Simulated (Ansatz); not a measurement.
# Elastic response of glassy 47P2O5-53CaO (mol %) (83 atoms), part 4 of 4

How stiff is glassy 47P2O5-53CaO (mol %) (83 atoms), and how do its levels respond to strain?

Ansatz 0.2.0; Kohn-Sham DFT, PBE, PAW (set soft_2), plane waves.

The cell: 18 P, 10 Ca and 55 O. The quench rate of 500 K/ps far exceeds what a furnace or splat quench reaches. The network of bonds at the start is that of the classical potential that made the cell. Sampling is at Γ alone.

So far. Step 11 (Compressed by 1 % along x): The relaxation converged after 8 steps, 0.0833 eV below its start, with a largest force component of 0.026 eV/Å. Step 11 (Compressed by 1 % along x): Compressed by 1 % along x: the energy stands 0.0177 eV above that of the reference, at a pressure of 0.410 GPa.

### Step 12. Sheared by 2 % in xy

A shear of the relaxed cell gives the modulus that volume changes can't reach.

File input.yaml:

```yaml
crystal:
  lattice:
    - [10.80263, -0.04121, 0.00765]
    - [-0.04273, 10.65018, -0.13732]
    - [0.00628, -0.13724, 10.20052]
  atoms:
    [... the 83 atom lines of step 4 ...]
kpoints:
  mp_grid: { grid: [1, 1, 1] }
hamiltonian:
  xc: pbe
scf:
  occupations: { method: fixed }
output:
  forces: true
  eigenvalues: true
  stress: true
relax:
  f_tol: 0.05
  max_steps: 70
```

The run is started by

```console
$ ansatz run input.yaml --threads 4 --pin off --max-ram 8192MiB --backend cpu --events-out ev --progress --plain --runs-dir out
```

Numbers of over 12 decimals in the logs are rounded to 6 here.

The program printed:

```text
[...]
Crystal: 83 atoms, lattice volume = 1173.347 Å³
Basis set: ecut = 420 eV, 22891 PW (Γ), exchange–correlation on 150×144×144 points (8 copies of the dense FFT grid, shifted against one another)
Bands: 343, of which v1, the nominal top of the filled ones, is band 260 counted from 1 (259 counted from 0)
Symmetry: 1 space group operations
[...]
k-points: 1
[...]
SCF iter   1: F=—  HF=-63048.491892 eV  |F-HF|=—  |Δ(HF+E_count)|=         —  Δρ=2.19e-3  dr2=6.51e-2  ethr=1.77e-3  ⟨swp⟩=8.0  Hψ=1354  notcnv=0  defer=79
[...]
SCF iter   5: F=—  HF=-63048.494878 eV  |F-HF|=—  |Δ(HF+E_count)|=   1.63e-5  Δρ=8.51e-5  dr2=8.27e-5  ethr=8.27e-8  ⟨swp⟩=3.0  Hψ=450  notcnv=0  defer=81
SCF iter   6: F=-63048.494877 eV  HF=-63048.494883 eV  |F-HF|=5.23e-6  |Δ(HF+E_count)|=   4.93e-6  Δρ=4.00e-5  dr2=1.49e-5  ethr=1.20e-8  ⟨swp⟩=28.0  Hψ=2937  notcnv=0
SCF 1 converged in 6 iterations: F = -63048.494877 eV  dr2 = 1.49e-5
[...]
relax step   1: F+E_penalty+E_count = -63048.49487739 eV  Δ(F+E_penalty+E_count) = +0.000e0 eV  max|allowed force component| = 6.587e-1 eV/Å  Δτ_max = 0.0000 Å  (6 SCF iters, dr2 threshold 6.25e-5 eV, accepted)
[...]
relax step   2: F+E_penalty+E_count = -63048.56784801 eV  Δ(F+E_penalty+E_count) = -7.297e-2 eV  max|allowed force component| = 3.905e-1 eV/Å  Δτ_max = 0.0231 Å  (5 SCF iters, dr2 threshold 2.71e-5 eV, accepted)
[...]
relax step   3: F+E_penalty+E_count = -63048.60278442 eV  Δ(F+E_penalty+E_count) = -3.494e-2 eV  max|allowed force component| = 7.356e-2 eV/Å  Δτ_max = 0.0287 Å  (6 SCF iters, dr2 threshold 9.53e-6 eV, accepted)
relax step   4: F+E_penalty+E_count = -63048.56921647 eV  Δ(F+E_penalty+E_count) = +3.357e-2 eV  max|allowed force component| = 2.735e-1 eV/Å  Δτ_max = 0.1108 Å  (9 SCF iters, rejected (line search))
[...]
relax step   5: F+E_penalty+E_count = -63048.60769319 eV  Δ(F+E_penalty+E_count) = -4.909e-3 eV  max|allowed force component| = 2.679e-2 eV/Å  Δτ_max = 0.0283 Å  (9 SCF iters, accepted)
SCF converged after 9 iterations
Free energy (F): -63048.607693 eV
[...]
Internal energy: -63048.607693 eV  (E = F + TS)
E sigma→0 (E₀):  -63048.607693 eV
Fermi energy:    3.517067 eV
[...]
Σ components = -63048.607693   (vs F -63048.607693, Δ=0.00e0)
--- Forces (eV/Å), atoms counted from 1 ---
  atom   1  P     -0.01750993     0.01475537     0.01407435
  atom   2  P      0.00135846     0.01400546     0.02111050
  atom   3  P      0.00498047    -0.01407362    -0.02278639
  atom   4  P      0.01526183     0.01287512     0.02466650
[...]
atom  83  O      0.00098840     0.00498174    -0.00411525
  max |Σ_I F_I| component: 9.39e-5 eV/Å
--- Stress (GPa, compression-positive) ---
       -0.123593      -0.397614      -0.037345
       -0.397612      -0.180176      -0.005447
       -0.037346      -0.005448       0.002235
  P = ⅓ Tr σ = -0.1005 GPa (-1.005 kbar)
--- Band table (eV) ---
[...]
--- Relaxed structure (5 steps of the walk, 4 accepted, 0 SCFs on fresh bases) ---
  F+E_penalty+E_count = -63048.60769319 eV   max|allowed force component| = 2.679e-2 eV/Å
  atoms:
    - { symbol: P, position: [0.925860, 0.533059, 0.440393] }
    - { symbol: P, position: [0.522535, 0.428660, 0.400522] }
    - { symbol: P, position: [0.565442, 0.215612, 0.780261] }
    - { symbol: P, position: [0.853504, 0.925291, 0.656236] }
[...]
- { symbol: O, position: [0.181406, 0.178414, 0.723722] }
```

The job ended after 68 s (4 threads of Arm Neoverse V1, shared host; peak memory 1.4 GiB; 4.4 min of CPU time).

The relaxation converged after 5 steps, 0.113 eV below its start, with a largest force component of 0.027 eV/Å.

Sheared by 2 % in xy: the energy stands 0.0303 eV above that of the reference, at a pressure of -0.101 GPa.

### Step 13. Pressure against volume

Atoms are relaxed at each volume, in the scaled cell.

| volume change (%) | volume (Å³/atom) | energy change (meV/atom) | pressure (GPa) | largest move on relaxing (Å) | bonds | gap (eV) |
| --- | --- | --- | --- | --- | --- | --- |
| -10 | 12.724 | 21.81 | 5.40 | 0.39 | 134 | 5.04 |
| -6 | 13.290 | 7.07 | 2.95 | 0.22 | 133 | 4.91 |
| -3 | 13.714 | 1.58 | 1.36 | 0.11 | 131 | 4.80 |
| +0 | 14.138 | 0.00 | -0.01 | - | 130 | 4.69 |
| +3 | 14.562 | 1.21 | -0.95 | 0.27 | 129 | 4.65 |
| +6 | 14.986 | 4.75 | -1.80 | 0.38 | 127 | 4.57 |

### Step 14. Uniaxial strain and shear

Stress (GPa, compression positive) less that of the relaxed cell, atoms relaxed:

```csv
strain,xx,yy,zz,xy,energy change (meV/atom)
stretched by 1 % along x,-0.552,-0.176,-0.300,-0.134,0.14
compressed by 1 % along x,0.672,0.261,0.322,0.079,0.21
sheared by 2 % in xy,-0.139,-0.176,0.039,-0.378,0.37
```

### Step 15. What came out

The bulk modulus, from the slope of pressure against ln V over the three points nearest the relaxed volume, is 38.6 GPa; a quadratic over all points gives a pressure derivative of about 5.9. The count of bonds runs from 127 to 134 over the series, so at some points contacts cross the cutoffs. The gap goes from 5.04 eV at the smallest volume to 4.57 eV at the largest, -2.9 eV per unit of ln V by a straight line, on the run's k-points. In the Cartesian axes of the cell, finite differences give C11 = 61.2, C12 = 21.8, C13 = 31.1 and C66 = 18.9 GPa (the shear of 2 % is the engineering strain, εxy = 0.01). The mean of C11, C12 and C13, which equals the bulk modulus in a cubic or isotropic solid, is 38.0 GPa: it agrees with the bulk modulus within 10 %. For an isotropic solid C66 would equal (C11 − C12)/2 = 19.7 GPa; so small a sample needn't be isotropic, and C66 rests on one shear. With the bulk modulus and C66 as K and G, Young's modulus would be about 49 GPa and Poisson's ratio 0.29.

**Limits.** Strains are finite and relaxations stop at the force tolerance of the input, which can leave moduli too stiff; they are those of a static cell at zero temperature. Volumes are changed with the cell's shape held, so in an anisotropic solid the modulus lies over the one under free hydrostatic load. The program notes that the SCF threshold of the relaxations is loose for the stress.

The DFT runs together took 25 min of wall time.

[Logs are printed without paths, hosts, clocks, repeated set-up lines and the standing remarks that a program may print on its own settings, such as how far it seeks lower states.]

[Hosts, paths, dates, database ids (printed as entryN), source tags and the programs' standing remarks are cut or masked in the printed files.]
